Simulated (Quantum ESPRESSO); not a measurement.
# Collinear magnetic orders of V3Pt with Quantum ESPRESSO, part 2 of 2

A self-consistent run ends on one state, which hangs on the start. Several orders of V3Pt are started in Quantum ESPRESSO and their energies compared.

Quantum ESPRESSO 7.5; PBEsol; plane waves with GBRV 1.5 PBEsol potentials, no spin-orbit coupling.

So far: The structure; Start 1: ferro ++++.

## (3) Run 2 (antiferro q=(0,0,1/2) +−−++−−+)

This order needs a doubled cell of 8 atoms. The wavevector q is in fractions of the reciprocal vectors of the crystal's primitive cell, as the cells of these inputs are built from it; moments change sign between cells as cos(2π q·R).

pw.py

```python
from ase import Atoms
from ase.calculators.espresso import Espresso, EspressoProfile

atoms = Atoms(['V', 'V', 'V', 'V', 'V', 'V', 'Pt', 'Pt'],
    cell=[[3.918, 0.0, 0.0],
         [0.0, 3.918, 0.0],
         [0.0, 0.0, 7.836]],
    scaled_positions=[[0.0, 0.5, 0.25],
         [0.0, 0.5, 0.75],
         [0.5, 0.0, 0.25],
         [0.5, 0.0, 0.75],
         [0.5, 0.5, 0.0],
         [0.5, 0.5, 0.5],
         [0.0, 0.0, 0.0],
         [0.0, 0.0, 0.5]],
    pbc=True,
    magmoms=[1.5, -1.5, -1.5, 1.5, 1.5, -1.5, -0.6, 0.6])
input_data = {
    'control': {'calculation': 'scf', 'prefix': 'pwscf', 'outdir': './tmp', 'disk_io': 'nowf', 'tprnfor': True, 'tstress': True},
    'system': {'ecutwfc': 40.0, 'ecutrho': 280.0, 'nbnd': 69, 'occupations': 'smearing', 'smearing': 'fd', 'degauss': 0.00999582, 'nspin': 2},
    'electrons': {'conv_thr': 1.6e-08, 'electron_maxstep': 150, 'mixing_beta': 0.3},
}
atoms.calc = Espresso(
    profile=EspressoProfile(command='mpirun -n 2 pw.x -nk 2', pseudo_dir='pseudo'),
    pseudopotentials={'V': 'v_pbesol_v1.4.uspp.F.UPF', 'Pt': 'pt_pbesol_v1.4.uspp.F.UPF'},
    input_data=input_data,
    kpts=(8, 8, 4),
    koffset=(0, 0, 0))
atoms.get_potential_energy()
energy = atoms.calc.results['free_energy']
print(f'free energy: {energy:.6f} eV')
print('site moments (muB):', atoms.get_magnetic_moments().round(3))
```

espresso.pwi

```
&CONTROL
   calculation      = 'scf'
   tstress          = .true.
   tprnfor          = .true.
   outdir           = './tmp'
   prefix           = 'pwscf'
   disk_io          = 'nowf'
   pseudo_dir       = 'pseudo'
/
&SYSTEM
   nbnd             = 69
   ecutwfc          = 40.0
   ecutrho          = 280.0
   occupations      = 'smearing'
   degauss          = 0.00999582
   smearing         = 'fd'
   nspin            = 2
   starting_magnetization(1) = 1.5
   starting_magnetization(2) = -1.5
   starting_magnetization(3) = -0.6
   starting_magnetization(4) = 0.6
   ntyp             = 4
   nat              = 8
   ibrav            = 0
/
&ELECTRONS
   electron_maxstep = 150
   conv_thr         = 1.6e-08
   mixing_beta      = 0.3
/
&IONS
/
&CELL
/
&FCP
/
&RISM
/
ATOMIC_SPECIES
V  50.9415 v_pbesol_v1.4.uspp.F.UPF
V1 50.9415 v_pbesol_v1.4.uspp.F.UPF
Pt  195.084 pt_pbesol_v1.4.uspp.F.UPF
Pt1 195.084 pt_pbesol_v1.4.uspp.F.UPF

K_POINTS automatic
8 8 4  0 0 0

CELL_PARAMETERS angstrom
3.91800000000000 0.00000000000000 0.00000000000000
0.00000000000000 3.91800000000000 0.00000000000000
0.00000000000000 0.00000000000000 7.83600000000000

ATOMIC_POSITIONS angstrom
V  0.0000000000 1.9590000000 1.9590000000  
V1 0.0000000000 1.9590000000 5.8770000000  
V1 1.9590000000 0.0000000000 1.9590000000  
V  1.9590000000 0.0000000000 5.8770000000  
V  1.9590000000 1.9590000000 0.0000000000  
V1 1.9590000000 1.9590000000 3.9180000000  
Pt  0.0000000000 0.0000000000 0.0000000000  
Pt1 0.0000000000 0.0000000000 3.9180000000
```

Run with:

```bash
> OMP_NUM_THREADS=1 python3 pw.py > pw.log
```

The program printed:

```text
[banner, memory and clock lines left out]
free energy: -17566.505995 eV
site moments (muB): [ 0.001 -0.001 -0.001  0.001 -0.002  0.003 -0.     0.   ]

--- espresso.pwo ---
Program PWSCF v.7.5 starts

Warning: card &CELL ignored
Warning: card &FCP ignored
Warning: card &RISM ignored

     Message from routine setup:
     using ibrav=0 with symmetry is DISCOURAGED, use correct ibrav instead

     bravais-lattice index     =            0
     lattice parameter (alat)  =       7.4039  a.u.
     unit-cell volume          =     811.7455 (a.u.)^3
     number of atoms/cell      =            8
     number of atomic types    =            4
     number of electrons       =       110.00
     number of Kohn-Sham states=           69
     kinetic-energy cutoff     =      40.0000  Ry
     charge density cutoff     =     280.0000  Ry
     scf convergence threshold =      1.6E-08
     mixing beta               =       0.3000
     number of iterations used =            8  plain     mixing
     Exchange-correlation= SLA  PW   PSX  PSC
                           (   1   4  10   8   0   0   0)

     celldm(1)=   7.403947  celldm(2)=   0.000000  celldm(3)=   0.000000
     celldm(4)=   0.000000  celldm(5)=   0.000000  celldm(6)=   0.000000

     crystal axes: (cart. coord. in units of alat)
               a(1) = (   1.000000   0.000000   0.000000 )
               a(2) = (   0.000000   1.000000   0.000000 )
               a(3) = (   0.000000   0.000000   2.000000 )

     reciprocal axes: (cart. coord. in units 2 pi/alat)
               b(1) = (  1.000000  0.000000  0.000000 )
               b(2) = (  0.000000  1.000000  0.000000 )
               b(3) = (  0.000000  0.000000  0.500000 )

     PseudoPot. # 1 for V  read from file:
     v_pbesol_v1.4.uspp.F.UPF
     Pseudo is Ultrasoft + core correction, Zval = 13.0

     PseudoPot. # 2 for V  read from file:
     v_pbesol_v1.4.uspp.F.UPF
     Pseudo is Ultrasoft + core correction, Zval = 13.0

     PseudoPot. # 3 for Pt read from file:
     pt_pbesol_v1.4.uspp.F.UPF
     Pseudo is Ultrasoft + core correction, Zval = 16.0

     PseudoPot. # 4 for Pt read from file:
     pt_pbesol_v1.4.uspp.F.UPF
     Pseudo is Ultrasoft + core correction, Zval = 16.0

     atomic species   valence    mass     pseudopotential
     V                13.00    50.94150     V ( 1.00)
     V1               13.00    50.94150     V ( 1.00)
     Pt               16.00   195.08400     Pt( 1.00)
     Pt1              16.00   195.08400     Pt( 1.00)

     Starting magnetic structure
     atomic species   magnetization
     V               0.115
     V1             -0.115
     Pt             -0.037
     Pt1             0.037

      8 Sym. Ops. (no inversion) found

   Cartesian axes

     site n.     atom                  positions (alat units)
         1        V      tau(   1) = (   0.0000000   0.5000000   0.5000000  )
         2        V1     tau(   2) = (   0.0000000   0.5000000   1.5000000  )
         3        V1     tau(   3) = (   0.5000000   0.0000000   0.5000000  )
         4        V      tau(   4) = (   0.5000000   0.0000000   1.5000000  )
         5        V      tau(   5) = (   0.5000000   0.5000000   0.0000000  )
         6        V1     tau(   6) = (   0.5000000   0.5000000   1.0000000  )
         7        Pt     tau(   7) = (   0.0000000   0.0000000   0.0000000  )
         8        Pt1    tau(   8) = (   0.0000000   0.0000000   1.0000000  )

     number of k points=    45  Fermi-Dirac smearing, width (Ry)=  0.0100
                       cart. coord. in units 2pi/alat
        k(    1) = (   0.0000000   0.0000000   0.0000000), wk =   0.0039062
        k(    2) = (   0.0000000   0.0000000   0.1250000), wk =   0.0078125
        k(    3) = (   0.0000000   0.0000000  -0.2500000), wk =   0.0039062
        k(    4) = (   0.0000000   0.1250000   0.0000000), wk =   0.0156250
        k(    5) = (   0.0000000   0.1250000   0.1250000), wk =   0.0312500
        [... 40 further k-points ...]

     Dense  grid:    64063 G-vectors     FFT dimensions: (  40,  40,  80)

     Smooth grid:    27803 G-vectors     FFT dimensions: (  30,  30,  60)

     Check: negative core charge=   -0.000003
     Generating pointlists ...
     new r_m :   0.2917 (alat units)  2.1596 (a.u.) for type    1
     new r_m :   0.2917 (alat units)  2.1596 (a.u.) for type    2
     new r_m :   0.2917 (alat units)  2.1596 (a.u.) for type    3
     new r_m :   0.2917 (alat units)  2.1596 (a.u.) for type    4

     Initial potential from superposition of free atoms

     starting charge     108.9931, renormalised to     110.0000

     negative rho (up, down):  1.782E-01 1.782E-01
     Starting wfcs are   84 randomized atomic wfcs

     Self-consistent Calculation

     iteration #  1     ecut=    40.00 Ry     beta= 0.30
     Davidson diagonalization with overlap
     ethr =  1.00E-02,  avg # of iterations =  2.3

     negative rho (up, down):  1.684E-01 1.684E-01

     total energy              =   -1288.67575592 Ry
     estimated scf accuracy    <       7.71266757 Ry

     total magnetization       =     0.00 Bohr mag/cell
     absolute magnetization    =     5.85 Bohr mag/cell

     iteration #  2     ecut=    40.00 Ry     beta= 0.30
     Davidson diagonalization with overlap
     ethr =  7.01E-03,  avg # of iterations =  3.0

     negative rho (up, down):  1.698E-01 1.698E-01

     total energy              =   -1290.82505798 Ry
     estimated scf accuracy    <       5.12876453 Ry

     total magnetization       =     0.00 Bohr mag/cell
     absolute magnetization    =     4.43 Bohr mag/cell

     [... further iterations left out ...]

     iteration # 34     ecut=    40.00 Ry     beta= 0.30
     Davidson diagonalization with overlap
     ethr =  1.66E-11,  avg # of iterations =  5.5

     negative rho (up, down):  1.657E-01 1.657E-01

     total energy              =   -1291.11448926 Ry
     estimated scf accuracy    <       0.00000002 Ry

     total magnetization       =     0.00 Bohr mag/cell
     absolute magnetization    =     0.02 Bohr mag/cell

     iteration # 35     ecut=    40.00 Ry     beta= 0.30
     Davidson diagonalization with overlap
     ethr =  1.60E-11,  avg # of iterations =  6.9

     negative rho (up, down):  1.657E-01 1.657E-01

     Magnetic moment per site  (integrated on atomic sphere of radius R)
     atom   1 (R=0.292)  charge= 11.5009  magn=  0.0007
     atom   2 (R=0.292)  charge= 11.5009  magn= -0.0010
     atom   3 (R=0.292)  charge= 11.5009  magn= -0.0010
     atom   4 (R=0.292)  charge= 11.5009  magn=  0.0007
     atom   5 (R=0.292)  charge= 11.5009  magn= -0.0025
     atom   6 (R=0.292)  charge= 11.5009  magn=  0.0031
     atom   7 (R=0.292)  charge= 14.0710  magn= -0.0001
     atom   8 (R=0.292)  charge= 14.0710  magn=  0.0001

     End of self-consistent calculation

     [... lines left out ...]
     the Fermi energy is    16.6955 ev

!    total energy              =   -1291.11448957 Ry
     estimated scf accuracy    <          9.2E-09 Ry
     smearing contrib. (-TS)   =      -0.05933179 Ry
     internal energy E=F+TS    =   -1291.05515778 Ry

     The total energy is F=E-TS. E is the sum of the following terms:
     one-electron contribution =    -357.08279875 Ry
     hartree contribution      =     236.05288208 Ry
     xc contribution           =    -229.30491943 Ry
     ewald contribution        =    -940.72032168 Ry

     total magnetization       =     0.00 Bohr mag/cell
     absolute magnetization    =     0.01 Bohr mag/cell

     convergence has been achieved in  35 iterations

     negative rho (up, down):  1.657E-01 1.657E-01

     Forces acting on atoms (cartesian axes, Ry/au):

     atom    1 type  1   force =     0.00000000    0.00000000    0.00000228
     atom    2 type  2   force =     0.00000000    0.00000000    0.00000251
     atom    3 type  2   force =     0.00000000    0.00000000   -0.00000251
     atom    4 type  1   force =     0.00000000    0.00000000   -0.00000228
     atom    5 type  1   force =     0.00000000    0.00000000    0.00000000
     atom    6 type  2   force =     0.00000000    0.00000000    0.00000000
     atom    7 type  3   force =     0.00000000    0.00000000    0.00000000
     atom    8 type  4   force =     0.00000000    0.00000000    0.00000000

     Total force =     0.000005     Total SCF correction =     0.000037
     SCF correction compared to forces is large: reduce conv_thr to get better values

     Computing stress (Cartesian axis) and pressure

     negative rho (up, down):  1.657E-01 1.657E-01
          total   stress  (Ry/bohr**3)                   (kbar)     P=     -189.60
  -0.00128884   0.00000000   0.00000000         -189.59        0.00        0.00
   0.00000000  -0.00128884   0.00000000            0.00     -189.59        0.00
   0.00000000   0.00000000  -0.00128888            0.00        0.00     -189.60
```

Run time: 10 min. Hardware: 2 MPI ranks of AMD EPYC 7R43, shared host; peak memory 0.83 GiB.

Spin moment in the atom's sphere by atom:

```csv
atom,spin moment in the atom's sphere (μB)
V1,0.0007
V2,-0.0010
V3,-0.0010
V4,0.0007
V5,-0.0025
V6,0.0031
Pt7,-0.0001
Pt8,0.0001
```

Read from the output:

```yaml
smearing_term_ts: 0.8073 eV
pressure: -18.96 GPa
magnetization: 0 μB
absolute_magnetization: 0.01 μB
final_state: non-magnetic
```

## (4) Start 3: antiferro q=(0,0,1/2) +−+−+−+−

The cell is doubled to 8 atoms to hold this order.

Changes to pw.py since step 3:

```diff
@@ -16,3 +16,3 @@
     pbc=True,
-    magmoms=[1.5, -1.5, -1.5, 1.5, 1.5, -1.5, -0.6, 0.6])
+    magmoms=[1.5, -1.5, 1.5, -1.5, 1.5, -1.5, 0.6, -0.6])
 input_data = {
```

Run with:

```bash
> OMP_NUM_THREADS=1 python3 pw.py > pw.log
```

The program printed:

```text
     [... lines left out ...]
free energy: -17566.505995 eV
site moments (muB): [ 0.001 -0.001  0.001 -0.001 -0.    -0.     0.    -0.   ]
--- espresso.pwo ---
Program PWSCF v.7.5 starts
     [... lines left out ...]
     number of atoms/cell      =            8
     [... lines left out ...]
     number of electrons       =       110.00
     number of Kohn-Sham states=           69
     kinetic-energy cutoff     =      40.0000  Ry
     charge density cutoff     =     280.0000  Ry
     scf convergence threshold =      1.6E-08
     [... lines left out ...]
      8 Sym. Ops. (no inversion) found
     [... lines left out ...]
     number of k points=    45  Fermi-Dirac smearing, width (Ry)=  0.0100
     [... lines left out ...]
     iteration # 35     ecut=    40.00 Ry     beta= 0.30
     [... lines left out ...]
     Magnetic moment per site  (integrated on atomic sphere of radius R)
     atom   1 (R=0.292)  charge= 11.5010  magn=  0.0013
     atom   2 (R=0.292)  charge= 11.5009  magn= -0.0011
     atom   3 (R=0.292)  charge= 11.5010  magn=  0.0013
     atom   4 (R=0.292)  charge= 11.5009  magn= -0.0011
     atom   5 (R=0.292)  charge= 11.5009  magn= -0.0004
     atom   6 (R=0.292)  charge= 11.5009  magn= -0.0005
     atom   7 (R=0.292)  charge= 14.0710  magn=  0.0000
     atom   8 (R=0.292)  charge= 14.0709  magn= -0.0000
     [... lines left out ...]
     the Fermi energy is    16.6954 ev
!    total energy              =   -1291.11448959 Ry
     estimated scf accuracy    <       0.00000001 Ry
     smearing contrib. (-TS)   =      -0.05933219 Ry
     [... lines left out ...]
     total magnetization       =    -0.00 Bohr mag/cell
     absolute magnetization    =     0.01 Bohr mag/cell
     convergence has been achieved in  35 iterations
     [... lines left out ...]
     Total force =     0.000014     Total SCF correction =     0.000581
     [... lines left out ...]
          total   stress  (Ry/bohr**3)                   (kbar)     P=     -189.49
     [... lines left out ...]
```

Run time: 10 min. Hardware: 2 MPI ranks; peak memory 0.82 GiB; 20 min of CPU time.

Spin moment in the atom's sphere by atom:

```
atom  spin moment in the atom's sphere (μB)
  V1                                 0.0013
  V2                                -0.0011
  V3                                 0.0013
  V4                                -0.0011
  V5                                -0.0004
  V6                                -0.0005
 Pt7                                 0.0000
 Pt8                                 0.0000
```

This step gave:

```yaml
smearing_term_ts: 0.8073 eV
pressure: -18.95 GPa
magnetization: 0 μB
absolute_magnetization: 0.006 μB
final_state: non-magnetic
```

## (5) Run 4 (antiferro q=(0,0,1/2) +−+−+−−+)

This order needs a doubled cell of 8 atoms.

Changes to pw.py since step 4:

```diff
@@ -16,3 +16,3 @@
     pbc=True,
-    magmoms=[1.5, -1.5, 1.5, -1.5, 1.5, -1.5, 0.6, -0.6])
+    magmoms=[1.5, -1.5, 1.5, -1.5, 1.5, -1.5, -0.6, 0.6])
 input_data = {
```

Run with:

```bash
> OMP_NUM_THREADS=1 python3 pw.py > pw.log
```

The program printed:

```text
     [... lines left out ...]
free energy: -17566.505996 eV
site moments (muB): [ 0. -0.  0. -0. -0. -0. -0.  0.]
--- espresso.pwo ---
Program PWSCF v.7.5 starts
     [... lines left out ...]
     number of atoms/cell      =            8
     [... lines left out ...]
     number of electrons       =       110.00
     number of Kohn-Sham states=           69
     kinetic-energy cutoff     =      40.0000  Ry
     charge density cutoff     =     280.0000  Ry
     scf convergence threshold =      1.6E-08
     [... lines left out ...]
      8 Sym. Ops. (no inversion) found
     [... lines left out ...]
     number of k points=    45  Fermi-Dirac smearing, width (Ry)=  0.0100
     [... lines left out ...]
     iteration # 39     ecut=    40.00 Ry     beta= 0.30
     [... lines left out ...]
     Magnetic moment per site  (integrated on atomic sphere of radius R)
     atom   1 (R=0.292)  charge= 11.5009  magn=  0.0005
     atom   2 (R=0.292)  charge= 11.5009  magn= -0.0004
     atom   3 (R=0.292)  charge= 11.5009  magn=  0.0005
     atom   4 (R=0.292)  charge= 11.5009  magn= -0.0004
     atom   5 (R=0.292)  charge= 11.5009  magn= -0.0003
     atom   6 (R=0.292)  charge= 11.5009  magn= -0.0005
     atom   7 (R=0.292)  charge= 14.0710  magn= -0.0000
     atom   8 (R=0.292)  charge= 14.0710  magn=  0.0000
     [... lines left out ...]
     the Fermi energy is    16.6955 ev
!    total energy              =   -1291.11448962 Ry
     estimated scf accuracy    <          8.4E-10 Ry
     smearing contrib. (-TS)   =      -0.05933205 Ry
     [... lines left out ...]
     total magnetization       =    -0.00 Bohr mag/cell
     absolute magnetization    =     0.00 Bohr mag/cell
     convergence has been achieved in  39 iterations
     [... lines left out ...]
     Total force =     0.000003     Total SCF correction =     0.000046
     [... lines left out ...]
          total   stress  (Ry/bohr**3)                   (kbar)     P=     -189.52
     [... lines left out ...]
```

Run time: 11 min. Hardware: 2 MPI ranks; peak memory 0.82 GiB; 23 min of CPU time.

Numbers from this step:

| Quantity | Value |
| --- | --- |
| smearing term TS | 0.8073 eV |
| pressure | -18.95 GPa |
| magnetization | 0 μB |
| absolute magnetization | 0 μB |
| final state | non-magnetic |
| largest moment | 0 μB |

## (6) Start 5: no spin polarisation

pw.py

```python
from ase import Atoms
from ase.calculators.espresso import Espresso, EspressoProfile

atoms = Atoms(['V', 'V', 'V', 'Pt'],
    cell=[[3.918, 0.0, 0.0],
         [0.0, 3.918, 0.0],
         [0.0, 0.0, 3.918]],
    scaled_positions=[[0.0, 0.5, 0.5],
         [0.5, 0.0, 0.5],
         [0.5, 0.5, 0.0],
         [0.0, 0.0, 0.0]],
    pbc=True)
input_data = {
    'control': {'calculation': 'scf', 'prefix': 'pwscf', 'outdir': './tmp', 'disk_io': 'nowf', 'tprnfor': True, 'tstress': True},
    'system': {'ecutwfc': 40.0, 'ecutrho': 280.0, 'nbnd': 37, 'occupations': 'smearing', 'smearing': 'fd', 'degauss': 0.00999582},
    'electrons': {'conv_thr': 8e-09, 'electron_maxstep': 150, 'mixing_beta': 0.3},
}
atoms.calc = Espresso(
    profile=EspressoProfile(command='mpirun -n 2 pw.x -nk 2', pseudo_dir='pseudo'),
    pseudopotentials={'V': 'v_pbesol_v1.4.uspp.F.UPF', 'Pt': 'pt_pbesol_v1.4.uspp.F.UPF'},
    input_data=input_data,
    kpts=(8, 8, 8),
    koffset=(0, 0, 0))
atoms.get_potential_energy()
energy = atoms.calc.results['free_energy']
print(f'free energy: {energy:.6f} eV')
```

Run with:

```bash
> OMP_NUM_THREADS=1 python3 pw.py > pw.log
```

The program printed:

```text
     [... lines left out ...]
free energy: -8783.253057 eV
--- espresso.pwo ---
Program PWSCF v.7.5 starts
     [... lines left out ...]
     number of atoms/cell      =            4
     [... lines left out ...]
     number of electrons       =        55.00
     number of Kohn-Sham states=           37
     kinetic-energy cutoff     =      40.0000  Ry
     charge density cutoff     =     280.0000  Ry
     scf convergence threshold =      8.0E-09
     [... lines left out ...]
     48 Sym. Ops., with inversion, found
     [... lines left out ...]
     number of k points=    35  Fermi-Dirac smearing, width (Ry)=  0.0100
     [... lines left out ...]
     iteration # 15     ecut=    40.00 Ry     beta= 0.30
     [... lines left out ...]
     the Fermi energy is    16.6954 ev
!    total energy              =    -645.55724916 Ry
     estimated scf accuracy    <          6.0E-09 Ry
     smearing contrib. (-TS)   =      -0.02966628 Ry
     [... lines left out ...]
     convergence has been achieved in  15 iterations
     [... lines left out ...]
     Total force =     0.000000     Total SCF correction =     0.000000
     [... lines left out ...]
          total   stress  (Ry/bohr**3)                   (kbar)     P=     -189.35
     [... lines left out ...]
```

Run time: 27 s. Hardware: 2 MPI ranks; peak memory 0.35 GiB.

Numbers from this step:

```yaml
smearing_term_ts: 0.4036 eV
pressure: -18.94 GPa
final_state: non-magnetic (no spin polarisation)
```

## (7) Energies of the orders

An order is kept where moments of 0.15 μB or more survive with the typed signs; meshes match where a doubled cell samples the same k points as the first cell.

Orders:

```csv
start,final state,typed order kept,energy over the lowest (meV a seeded atom),largest site moment (μB),net moment (μB a cell of the first run),mesh matched,CPU time (s)
ferro ++++,non-magnetic,no,0.01483,0,9.36e-4,yes,96.86
"antiferro q=(0,0,1/2) +--++--+",non-magnetic,no,0.0149,0.0031,0,yes,1204
"antiferro q=(0,0,1/2) +-+-+-+-",non-magnetic,no,0.01486,0.001265,0,yes,1199
"antiferro q=(0,0,1/2) +-+-+--+",non-magnetic,no,0.01482,0,0,yes,1378
no spin polarisation,non-magnetic,-,0,0,0,yes,53.55
```

## (8) Summary of results

- lowest state found: non-magnetic (from ferro ++++, antiferro q=(0,0,1/2) +--++--+, antiferro q=(0,0,1/2) +-+-+-+-, antiferro q=(0,0,1/2) +-+-+--+ and no spin polarisation)
- largest site moment: 0 μB

In words: The lowest state carries no moment, and no start kept one. This is the lowest of 5 collinear or spinless starts, no proof of the ground state. Energies are free energies at an electronic temperature of 1580 K, which lowers moments and differences where the moments are itinerant.

[Logs and program files are shortened in this print: banners, set-up blocks, solver, clock and traceback lines can be left out without a mark of their own.]

[Logs are printed without paths, hosts, clocks, repeated set-up lines and the standing remarks that a program may print on its own settings, such as how far it seeks lower states.]

[Hosts, paths, dates, database ids (printed as entryN), source tags and the programs' standing remarks are cut or masked in the printed files.]

[Where a cell is said to come from a database of computed structures, the database is the Materials Project.]
